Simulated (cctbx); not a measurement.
# Accept or mend?

Cell a = 12.3390 Å, b = 3.6690 Å, c = 6.3390 Å, α = 90.00°, β = 119.93°, γ = 90.00°; space group Cm (no. 8).

Simulated single-crystal data (cctbx): Cu Kα, λ = 1.54184 Å, to d = 0.83 Å, 70 % of the full sphere, strongest reflection 70000 counts, noise from counting, a 2 % proportional error and a noise floor of 2 counts (s.d.); no absorption.

An anisotropic refinement with weights 1/σ² prints:

```text
Rint 0.011, 456 unique reflections to 0.83 A
cycle     R1     wR2    GooF  max shift (A)
   1  0.2047  0.5039  20.782   0.03430
   2  0.1460  0.3604  14.863   0.00000
final R1 0.1460 wR2 0.3604 GooF 14.863  parameters 36  data/parameter 12.7
atom        x        y        z      Ueq    occ   su(xyz)  su(Uiso or U11)
Te1    0.86425  0.50000  0.03373   0.0010  1.000  0.00096  0.0034  NPD
Te2    0.63861  0.00000  0.96482   0.0015  1.000  0.00093  0.0051  NPD
Te3    0.61617  0.50000  0.44482  -0.0020  1.000  0.00094  0.0034  NPD
Te4    0.87793  0.00000  0.53491  -0.0000  1.000  0.00111  0.0047  NPD
Zn1    0.73887  0.00000  0.71278  -0.0111  1.000  0.00207  0.0043  NPD
Cr1    0.99880  0.00000  0.00864  -0.0013  1.000  0.00387  0.0074  NPD
difference map: max 33.55 min -7.52 rms 3.02
Q1    0.2533  0.0000  0.2608    2   33.97  2.43 A from Te1
Q2    0.2400  0.5000  0.7205    2   31.00  0.04 A from Zn1
Q3    0.1164  0.0000  0.4385    2   26.97  0.04 A from Te3
Q4    0.3657  0.5000  0.5203    2   25.17  0.13 A from Te4
Q5    0.3705  0.0000  0.0519    2   21.99  0.10 A from Te1
Q6    0.1375  0.5000  0.9628    2   21.18  0.01 A from Te2
```

Q: Accept it or mend it, and why?

Mend it. The fault: an atom left out, Cr at (0.7589, 1/2, 0.2773). Against the right model at the same level, R1 goes from 0.0098 to 0.1460 and GooF from 1.01 to 14.86, U of Zn1 shrinks from 0.0079 to -0.0111 Å², the top difference peak, 34.0 e/Å³, lies 2.43 Å from Te1 and Te1, Te2, Te3, Te4, Zn1 and Cr1 go non-positive-definite. Q1 is the missing atom. With scattering power missing, scale and phases suffer, so peaks may also grow on the heavy atoms.

The compound is ZnCr2Te4. The right model at the same level gives:

```text
Rint 0.011, 456 unique reflections to 0.83 A
cycle     R1     wR2    GooF  max shift (A)
   1  0.0212  0.0611   2.537   0.01134
   2  0.0098  0.0243   1.008   0.00003
final R1 0.0098 wR2 0.0243 GooF 1.008  parameters 42  data/parameter 10.9
atom        x        y        z      Ueq    occ   su(xyz)  su(Uiso or U11)
Te1    0.86689  0.50000  0.04017   0.0072  1.000  0.00008  0.0003
Te2    0.64030  0.00000  0.96694   0.0055  1.000  0.00006  0.0003
Te3    0.61373  0.50000  0.44222   0.0050  1.000  0.00006  0.0003
Te4    0.87644  0.00000  0.53157   0.0059  1.000  0.00008  0.0002
Zn1    0.73870  0.00000  0.70991   0.0079  1.000  0.00019  0.0005
Cr1    0.75760  0.50000  0.27216   0.0057  1.000  0.00025  0.0005
Cr2    0.99708  0.00000  0.00175   0.0052  1.000  0.00025  0.0005
Flack x: -0.003(5)
Hooft y: 0.002(8)  Bijvoet pairs: 198
difference map: max 0.47 min -0.38 rms 0.12
Q1    0.1667  0.5000  0.3970    2    0.48  1.72 A from Zn1
Q2    0.2171  0.0000  0.0952    2    0.42  0.97 A from Cr1
Q3    0.9954  0.5000  0.9698    2    0.37  1.80 A from Te2
Q4    0.3897  0.5000  0.8911    2    0.36  1.15 A from Cr2
Q5    0.1297  0.0000  0.5326    2    0.36  0.50 A from Te3
Q6    0.2855  0.5000  0.8897    2    0.35  0.99 A from Zn1
```

The model was made for the exercise: a known structure type with other elements put in, its volume estimated, not relaxed; displacement parameters are assumed.

[Middle refinement cycles are left out of these outputs.]

[Logs are printed without paths, hosts, clocks, repeated set-up lines and the standing remarks that a program may print on its own settings, such as how far it seeks lower states.]
